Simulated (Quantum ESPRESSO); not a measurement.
# BP (F-43m): phonons against volume, part 5 of 8

Wanted: mode Grüneisen parameters of BP and a free-energy fit over volumes.

What experiment has found for this phase:
- volume expansion coefficient 9.6 1e-6/K near room temperature (given in “Thermal expansion coefficients of high thermal conducting BAs and BP materials (three times its linear coefficient)”, 2019, arxiv:1906.04101)

Quantum ESPRESSO 7.5; DFT LDA, scalar-relativistic, plane waves, GBRV ultrasoft pseudopotentials.

So far. Step 4 (Self-consistent run): On a basis chosen for the relaxed cell the pressure is -0.01 GPa, small enough for phonons. Step 5 (Born charges and dielectric tensor): The Born charges sum to zero within 0.016 e; the rest is removed before use. Acoustic frequencies in this log differ from zero by the error of the sum rule, which ph.x does not impose.

## Step 6: Forces on a displaced cell

One atom (for the harmonic constants) or a pair of atoms (for the cubic ones) is moved by a few hundredths of an ångström; the forces on all atoms give a column of force constants. The threshold is tight because the forces are small.

System of this step: BP. It takes space group Cm (No. 8, monoclinic). Conventional cell: a = 11.006 Å, b = 6.354 Å, c = 6.354 Å, α = 90.00°, β = 125.26°, γ = 90.00°. B has 4 P at 1.95 to 1.96 Å nearest. Nearest to B lie 4 P at 1.93 to 1.95 Å. B has 4 P at 1.95 Å nearest. Nearest to B lie 4 P at 1.95 Å. B has 4 P at 1.95 Å nearest. Farther neighbours are not listed.

disp-00002.in

```
 &control
    calculation='scf',
    prefix='x',
    outdir='./tmp',
    pseudo_dir='./pseudo',
    tprnfor=.true.,
    disk_io='none',
 /
 &system
    ibrav=0,
    nat=16,
    ntyp=2,
    ecutwfc=40.0,
    ecutrho=240.0,
    occupations='fixed',
    nbnd=34,
 /
 &electrons
    conv_thr=1.0d-11,
    mixing_beta=0.7,
    electron_maxstep=100,
 /
ATOMIC_SPECIES
 B      10.8100  B.upf
 P      30.9738  P.upf
CELL_PARAMETERS angstrom
     0.000000000    4.493259166    4.493259166
     4.493259166    0.000000000    4.493259166
     4.493259166    4.493259166    0.000000000
ATOMIC_POSITIONS crystal
 B      0.000000000   0.000000000   0.000000000
 B      0.500000000   0.000000000   0.000000000
 B      0.000000000   0.500000000   0.000000000
 B      0.500000000   0.500000000   0.000000000
 B      0.000000000   0.000000000   0.500000000
 B      0.500000000   0.000000000   0.500000000
 B      0.000000000   0.500000000   0.500000000
 B      0.500000000   0.500000000   0.500000000
 P      0.128147412   0.125000000   0.125000000
 P      0.625000000   0.125000000   0.125000000
 P      0.125000000   0.625000000   0.125000000
 P      0.625000000   0.625000000   0.125000000
 P      0.125000000   0.125000000   0.625000000
 P      0.625000000   0.125000000   0.625000000
 P      0.125000000   0.625000000   0.625000000
 P      0.625000000   0.625000000   0.625000000
K_POINTS automatic
 4 4 4 0 0 0
```

Launch:

```console
OMP_NUM_THREADS=1 mpirun -n 2 pw.x -nk 2 -in disp-00002.in > disp-00002.out
```

The program printed:

```text
[banner, memory and clock lines left out]
Program PWSCF v.7.5

     Message from routine setup:
     using ibrav=0 with symmetry is DISCOURAGED, use correct ibrav instead

     G-vector sticks info

     bravais-lattice index     =            0
     lattice parameter (alat)  =      12.0081  a.u.
     unit-cell volume          =    1224.3653 (a.u.)^3
     number of atoms/cell      =           16
     number of atomic types    =            2
     number of electrons       =        64.00
     number of Kohn-Sham states=           34
     kinetic-energy cutoff     =      40.0000  Ry
     charge density cutoff     =     240.0000  Ry
     scf convergence threshold =      1.0E-11
     mixing beta               =       0.7000
     number of iterations used =            8  plain     mixing
     Exchange-correlation=  SLA  PZ   NOGX NOGC
                           (   1   1   0   0   0   0   0)

     celldm(1)=  12.008129  celldm(2)=   0.000000  celldm(3)=   0.000000
     celldm(4)=   0.000000  celldm(5)=   0.000000  celldm(6)=   0.000000

     crystal axes: (cart. coord. in units of alat)
               a(1) = (   0.000000   0.707107   0.707107 )
               a(2) = (   0.707107   0.000000   0.707107 )
               a(3) = (   0.707107   0.707107   0.000000 )

     reciprocal axes: (cart. coord. in units 2 pi/alat)
               b(1) = ( -0.707107  0.707107  0.707107 )
               b(2) = (  0.707107 -0.707107  0.707107 )
               b(3) = (  0.707107  0.707107 -0.707107 )

     PseudoPot. # 1 for B  read from file:
     ./pseudo/B.upf
     Pseudo is Ultrasoft + core correction, Zval =  3.0
     Using radial grid of  781 points,  4 beta functions with:
                l(1) =   0
                l(2) =   0
                l(3) =   1
                l(4) =   1
     Q(r) pseudized with  8 coefficients,  rinner =    1.100   1.100   1.100

     PseudoPot. # 2 for P  read from file:
     ./pseudo/P.upf
     Pseudo is Ultrasoft + core correction, Zval =  5.0
     Using radial grid of  903 points,  6 beta functions with:
                l(1) =   0
                l(2) =   0
                l(3) =   1
                l(4) =   1
                l(5) =   2
                l(6) =   2
     Q(r) pseudized with  8 coefficients,  rinner =    1.300   1.300   1.300
                                                       1.300   1.300

     atomic species   valence    mass     pseudopotential
     B                 3.00    10.81000     B ( 1.00)
     P                 5.00    30.97380     P ( 1.00)

      2 Sym. Ops. (no inversion) found

   Cartesian axes

     site n.     atom                  positions (alat units)
         1        B      tau(   1) = (   0.0000000   0.0000000   0.0000000  )
         2        B      tau(   2) = (   0.0000000   0.3535534   0.3535534  )
         3        B      tau(   3) = (   0.3535534   0.0000000   0.3535534  )
         4        B      tau(   4) = (   0.3535534   0.3535534   0.7071068  )
         5        B      tau(   5) = (   0.3535534   0.3535534   0.0000000  )
         6        B      tau(   6) = (   0.3535534   0.7071068   0.3535534  )
         7        B      tau(   7) = (   0.7071068   0.3535534   0.3535534  )
         8        B      tau(   8) = (   0.7071068   0.7071068   0.7071068  )
         9        P      tau(   9) = (   0.1767767   0.1790023   0.1790023  )
        10        P      tau(  10) = (   0.1767767   0.5303301   0.5303301  )
        11        P      tau(  11) = (   0.5303301   0.1767767   0.5303301  )
        12        P      tau(  12) = (   0.5303301   0.5303301   0.8838835  )
        13        P      tau(  13) = (   0.5303301   0.5303301   0.1767767  )
        14        P      tau(  14) = (   0.5303301   0.8838835   0.5303301  )
        15        P      tau(  15) = (   0.8838835   0.5303301   0.5303301  )
        16        P      tau(  16) = (   0.8838835   0.8838835   0.8838835  )

     number of k points=    24
                       cart. coord. in units 2pi/alat
        k(    1) = (   0.0000000   0.0000000   0.0000000), wk =   0.0312500
        k(    2) = (   0.1767767   0.1767767  -0.1767767), wk =   0.1250000
        k(    3) = (  -0.3535534  -0.3535534   0.3535534), wk =   0.0625000
        k(    4) = (   0.3535534   0.0000000   0.0000000), wk =   0.0625000
        k(    5) = (  -0.1767767  -0.5303301   0.5303301), wk =   0.1250000
        k(    6) = (   0.0000000  -0.3535534   0.3535534), wk =   0.0625000
        k(    7) = (  -0.7071068   0.0000000   0.0000000), wk =   0.0312500
        k(    8) = (  -0.7071068   0.3535534   0.0000000), wk =   0.1250000
        k(    9) = (  -0.1767767   0.1767767   0.1767767), wk =   0.0625000
        k(   10) = (   0.1767767   0.1767767   0.1767767), wk =   0.0625000
        k(   11) = (   0.3535534  -0.3535534  -0.3535534), wk =   0.0312500
        k(   12) = (  -0.3535534  -0.3535534  -0.3535534), wk =   0.0312500
        k(   13) = (   0.0000000   0.3535534   0.0000000), wk =   0.1250000
        k(   14) = (   0.1767767  -0.5303301  -0.5303301), wk =   0.0625000
        k(   15) = (  -0.5303301  -0.1767767  -0.5303301), wk =   0.1250000
        k(   16) = (   0.5303301   0.1767767  -0.5303301), wk =   0.1250000
        k(   17) = (  -0.5303301   0.1767767   0.5303301), wk =   0.1250000
        k(   18) = (   0.5303301  -0.1767767   0.5303301), wk =   0.1250000
        k(   19) = (  -0.1767767  -0.5303301  -0.5303301), wk =   0.0625000
        k(   20) = (   0.0000000  -0.3535534  -0.3535534), wk =   0.0625000
        k(   21) = (  -0.3535534   0.0000000  -0.3535534), wk =   0.1250000
        k(   22) = (   0.3535534   0.0000000  -0.3535534), wk =   0.1250000
        k(   23) = (   0.0000000  -0.7071068   0.0000000), wk =   0.0625000
        k(   24) = (   0.3535534  -0.7071068  -0.0000000), wk =   0.0625000

     Dense  grid:    76849 G-vectors     FFT dimensions: (  60,  60,  60)

     Smooth grid:    41703 G-vectors     FFT dimensions: (  50,  50,  50)

     Initial potential from superposition of free atoms

     starting charge      63.9969, renormalised to      64.0000
     Starting wfcs are   64 randomized atomic wfcs

     per-process dynamical memory:   103.5 Mb

     Self-consistent Calculation

     iteration #  1     ecut=    40.00 Ry     beta= 0.70
     Davidson diagonalization with overlap
     ethr =  1.00E-02,  avg # of iterations =  2.5

     total energy              =    -175.79544644 Ry
     estimated scf accuracy    <       1.29789841 Ry

     iteration #  2     ecut=    40.00 Ry     beta= 0.70
     Davidson diagonalization with overlap
     ethr =  2.03E-03,  avg # of iterations =  2.0

[...]
total energy              =    -176.08166550 Ry
     estimated scf accuracy    <       0.00000012 Ry

     iteration # 10     ecut=    40.00 Ry     beta= 0.70
     Davidson diagonalization with overlap
     ethr =  1.95E-10,  avg # of iterations = 11.3

     total energy              =    -176.08166724 Ry
     estimated scf accuracy    <       0.00000176 Ry

     iteration # 11     ecut=    40.00 Ry     beta= 0.70
     Davidson diagonalization with overlap
     ethr =  1.95E-10,  avg # of iterations =  1.1

     total energy              =    -176.08166656 Ry
     estimated scf accuracy    <       0.00000139 Ry

     iteration # 12     ecut=    40.00 Ry     beta= 0.70
     Davidson diagonalization with overlap
     ethr =  1.95E-10,  avg # of iterations =  4.2

     total energy              =    -176.08166678 Ry
     estimated scf accuracy    <       0.00000001 Ry

     iteration # 13     ecut=    40.00 Ry     beta= 0.70
     Davidson diagonalization with overlap
     ethr =  2.17E-11,  avg # of iterations =  4.8

     total energy              =    -176.08166679 Ry
     estimated scf accuracy    <          7.3E-09 Ry

     iteration # 14     ecut=    40.00 Ry     beta= 0.70
     Davidson diagonalization with overlap
     ethr =  1.14E-11,  avg # of iterations =  1.6

     total energy              =    -176.08166679 Ry
     estimated scf accuracy    <          3.3E-09 Ry

     iteration # 15     ecut=    40.00 Ry     beta= 0.70
     Davidson diagonalization with overlap
     ethr =  5.15E-12,  avg # of iterations =  3.3

     total energy              =    -176.08166679 Ry
     estimated scf accuracy    <          1.1E-10 Ry

     iteration # 16     ecut=    40.00 Ry     beta= 0.70
     Davidson diagonalization with overlap
     ethr =  1.74E-13,  avg # of iterations =  5.3

     End of self-consistent calculation

          k = 0.0000 0.0000 0.0000 (  5209 PWs)   bands (ev):

    -6.2454  -2.8079  -2.8011  -2.8010  -2.7952  -1.2638  -1.2630  -1.2629
     0.1864   0.1934   0.1935   0.2013   0.7699   0.7803   0.7909   5.1949
     5.2043   5.2054   5.2055   5.2067   5.2160   7.6009   7.6248   7.6318
     7.6329   7.6382   7.6392   7.6468   7.6699   9.4012   9.4204   9.4405
    10.6687  10.9381

          k = 0.1768 0.1768-0.1768 (  5228 PWs)   bands (ev):

    -5.9578  -3.8109  -2.7377  -2.7287  -2.7200  -1.8002  -1.7885  -1.7767
     0.6149   0.6255   0.6359   1.5407   1.5565   1.5718   1.7183   4.3487
     4.3585   4.3681   5.4478   5.4545   5.4616   6.4364   6.4483   6.4595
     7.0922   7.1008   7.1095   7.5476   7.7883   7.8135   8.9696   8.9978
    11.0103  11.0244

          k =-0.3536-0.3536 0.3536 (  5210 PWs)   bands (ev):

    -5.1129  -5.1124  -2.4418  -2.4208  -2.4156  -2.4156  -2.4105  -2.3897
     1.6004   1.6240   1.6292   1.6293   1.6346   1.6580   4.4969   4.5049
     4.5292   4.5426   4.5443   4.5445   4.5475   4.5688   6.1420   6.1563
     6.1565   6.1567   6.1570   6.1717   8.2569   8.2819   8.2846   8.3109
    11.8565  11.8723

          k = 0.3536 0.0000 0.0000 (  5201 PWs)   bands (ev):

    -5.8617  -3.1306  -3.1113  -3.1113  -3.0934  -2.9320  -1.1198  -1.1197
     1.0197   1.0215   1.1606   1.1790   1.1790   1.1989   2.8710   4.3505
     4.3511   4.4067   4.4069   5.5662   5.5665   6.1201   6.1427   6.1428
     6.1648   7.5257   7.5380   7.5386   7.5507   8.2086   8.2120   8.2822
    10.6036  11.9761

          k =-0.1768-0.5303 0.5303 (  5239 PWs)   bands (ev):

[...]
11.5292  12.4676

          k = 0.0000-0.3536 0.3536 (  5238 PWs)   bands (ev):

[...]
11.4726  12.2919

          k =-0.7071 0.0000 0.0000 (  5218 PWs)   bands (ev):

[...]
11.1725  11.1730

          k =-0.7071 0.3536 0.0000 (  5220 PWs)   bands (ev):

[...]
12.8407  12.8511

          k =-0.1768 0.1768 0.1768 (  5228 PWs)   bands (ev):

[...]
11.0142  11.0244

          k = 0.1768 0.1768 0.1768 (  5228 PWs)   bands (ev):

[...]
11.0081  11.0153

          k = 0.3536-0.3536-0.3536 (  5210 PWs)   bands (ev):

[...]
11.8668  11.8744

          k =-0.3536-0.3536-0.3536 (  5210 PWs)   bands (ev):

[...]
11.8508  11.8744

          k = 0.0000 0.3536 0.0000 (  5201 PWs)   bands (ev):

[...]
10.6036  11.9757

          k = 0.1768-0.5303-0.5303 (  5239 PWs)   bands (ev):

[...]
11.5308  12.4666

          k =-0.5303-0.1768-0.5303 (  5239 PWs)   bands (ev):

[...]
11.5255  12.4662

          k = 0.5303 0.1768-0.5303 (  5239 PWs)   bands (ev):

[...]
11.5319  12.4687

          k =-0.5303 0.1768 0.5303 (  5239 PWs)   bands (ev):

[...]
11.5331  12.4687

          k = 0.5303-0.1768 0.5303 (  5239 PWs)   bands (ev):

[...]
11.5268  12.4649

          k =-0.1768-0.5303-0.5303 (  5239 PWs)   bands (ev):

[...]
11.5282  12.4685

          k = 0.0000-0.3536-0.3536 (  5238 PWs)   bands (ev):

[...]
11.4731  12.3038

          k =-0.3536 0.0000-0.3536 (  5238 PWs)   bands (ev):

[...]
11.4678  12.2969

          k = 0.3536 0.0000-0.3536 (  5238 PWs)   bands (ev):

[...]
11.4779  12.2987

          k = 0.0000-0.7071 0.0000 (  5218 PWs)   bands (ev):

    -4.7391  -4.7190  -3.3601  -3.3476  -3.3417  -3.3294  -0.9566  -0.9566
     1.3514   1.3743   2.8902   2.9042   2.9070   2.9208   3.5523   3.5597
     3.7542   3.7543   4.0295   4.0331   4.0450   4.0488   5.7705   5.7722
     6.5986   6.6102   6.6259   6.6372   7.4267   7.4453   7.4498   7.4699
    11.1699  11.1754

          k = 0.3536-0.7071-0.0000 (  5220 PWs)   bands (ev):

    -4.3925  -4.3724  -4.3701  -4.3505  -1.8900  -1.8867  -1.8774  -1.8743
     1.7887   1.8008   1.8050   1.8165   3.2126   3.2148   3.2184   3.2211
     4.4556   4.4710   4.4717   4.4871   5.5184   5.5218   5.5250   5.5278
     5.6150   5.6225   5.6298   5.6400   7.3865   7.4055   7.4132   7.4331
    12.8461  12.8577

     highest occupied, lowest unoccupied level (ev):     9.4405   10.6036

!    total energy              =    -176.08166679 Ry
     estimated scf accuracy    <          8.3E-13 Ry

     The total energy is the sum of the following terms:
     one-electron contribution =      55.78866398 Ry
     hartree contribution      =       9.86407437 Ry
     xc contribution           =     -72.19843529 Ry
     ewald contribution        =    -169.53596985 Ry

     convergence has been achieved in  16 iterations

     Forces acting on atoms (cartesian axes, Ry/au):

     atom    1 type  1   force =     0.00277339    0.00419301    0.00419301
     atom    2 type  1   force =    -0.00314043    0.00448784    0.00448784
     atom    3 type  1   force =    -0.00002532    0.00139554    0.00137730
     atom    4 type  1   force =     0.00000318   -0.00022920   -0.00022435
     atom    5 type  1   force =    -0.00002532    0.00137730    0.00139554
     atom    6 type  1   force =     0.00000318   -0.00022435   -0.00022920
     atom    7 type  1   force =    -0.00018858   -0.00003798   -0.00003798
     atom    8 type  1   force =     0.00018753   -0.00003944   -0.00003944
     atom    9 type  2   force =     0.00038475   -0.01293345   -0.01293345
     atom   10 type  2   force =    -0.00000552    0.00181902    0.00181902
     atom   11 type  2   force =     0.00094012   -0.00083239    0.00088847
     atom   12 type  2   force =    -0.00092620    0.00088255   -0.00082316
     atom   13 type  2   force =     0.00094012    0.00088847   -0.00083239
     atom   14 type  2   force =    -0.00092620   -0.00082316    0.00088255
     atom   15 type  2   force =     0.00000717   -0.00004760   -0.00004760
     atom   16 type  2   force =    -0.00000188    0.00012383    0.00012383

     Total force =     0.021253     Total SCF correction =     0.000002
     Message from routine punch:
     Nothing written, as per user request (disk_io='none')
```

The job ended after 1.7 min (2 MPI ranks of Arm Neoverse V2, shared host; 3.4 min of CPU time).

This step gave:

```
gap on the k-mesh : 1.163 eV
```

Force by atom:

```tsv
atom	x (eV/Å)	y (eV/Å)	z (eV/Å)	size
B1	0.071	0.108	0.108	0.168
B2	-0.081	0.115	0.115	0.182
B3	-0.001	0.036	0.035	0.050
B4	0.000	-0.006	-0.006	0.008
B5	-0.001	0.035	0.036	0.050
B6	0.000	-0.006	-0.006	0.008
B7	-0.005	-0.001	-0.001	0.005
B8	0.005	-0.001	-0.001	0.005
P9	0.010	-0.333	-0.333	0.470
P10	0.000	0.047	0.047	0.066
P11	0.024	-0.021	0.023	0.040
P12	-0.024	0.023	-0.021	0.039
P13	0.024	0.023	-0.021	0.040
P14	-0.024	-0.021	0.023	0.039
P15	0.000	-0.001	-0.001	0.002
P16	0.000	0.003	0.003	0.004
```

At this level the gap is 1.16 eV on the k-mesh of the self-consistent run, which can miss the band edges.

## Step 7: Forces on a displaced cell

One atom (for the harmonic constants) or a pair of atoms (for the cubic ones) is moved by a few hundredths of an ångström; the forces on all atoms give a column of force constants. The threshold is tight because the forces are small.

disp-00001.in, as its differences from disp-00002.in of step 6:

```diff
@@ -30,3 +30,3 @@
 ATOMIC_POSITIONS crystal
- B      0.000000000   0.000000000   0.000000000
+ B      0.003147412   0.000000000   0.000000000
  B      0.500000000   0.000000000   0.000000000
@@ -38,3 +38,3 @@
  B      0.500000000   0.500000000   0.500000000
- P      0.128147412   0.125000000   0.125000000
+ P      0.125000000   0.125000000   0.125000000
  P      0.625000000   0.125000000   0.125000000
```

Launch:

```console
OMP_NUM_THREADS=1 mpirun -n 2 pw.x -nk 2 -in disp-00001.in > disp-00001.out
```

The program printed:

```text
[banner, memory and clock lines left out]
Program PWSCF v.7.5

     Message from routine setup:
     using ibrav=0 with symmetry is DISCOURAGED, use correct ibrav instead

     G-vector sticks info

     bravais-lattice index     =            0
     lattice parameter (alat)  =      12.0081  a.u.
     unit-cell volume          =    1224.3653 (a.u.)^3
     number of atoms/cell      =           16
     number of atomic types    =            2
     number of electrons       =        64.00
[...]
atom    1 type  1   force =    -0.00043010   -0.01129113   -0.01129113
     atom    2 type  1   force =     0.00000259    0.00082458    0.00082458
     atom    3 type  1   force =     0.00042295   -0.00067314    0.00040085
[...]
atom   15 type  2   force =    -0.00018858   -0.00003957   -0.00003957
     atom   16 type  2   force =     0.00018751   -0.00003823   -0.00003823

     Total force =     0.018992     Total SCF correction =     0.000001
     Message from routine punch:
     Nothing written, as per user request (disk_io='none')
[key lines of the parts left out:]
!    total energy              =    -176.08171323 Ry
convergence has been achieved in  15 iterations
```

It took 2 min on 2 MPI ranks.

(Part 5 of 8 ends here.)

[Logs are printed without paths, hosts, clocks, repeated set-up lines and the standing remarks that a program may print on its own settings, such as how far it seeks lower states.]

[Hosts, paths, dates, database ids (printed as entryN), source tags and the programs' standing remarks are cut or masked in the printed files.]

[A step with changed settings may run another functional than the one named; its input shows which.]

[Of the runs on displaced cells, only some may be shown.]
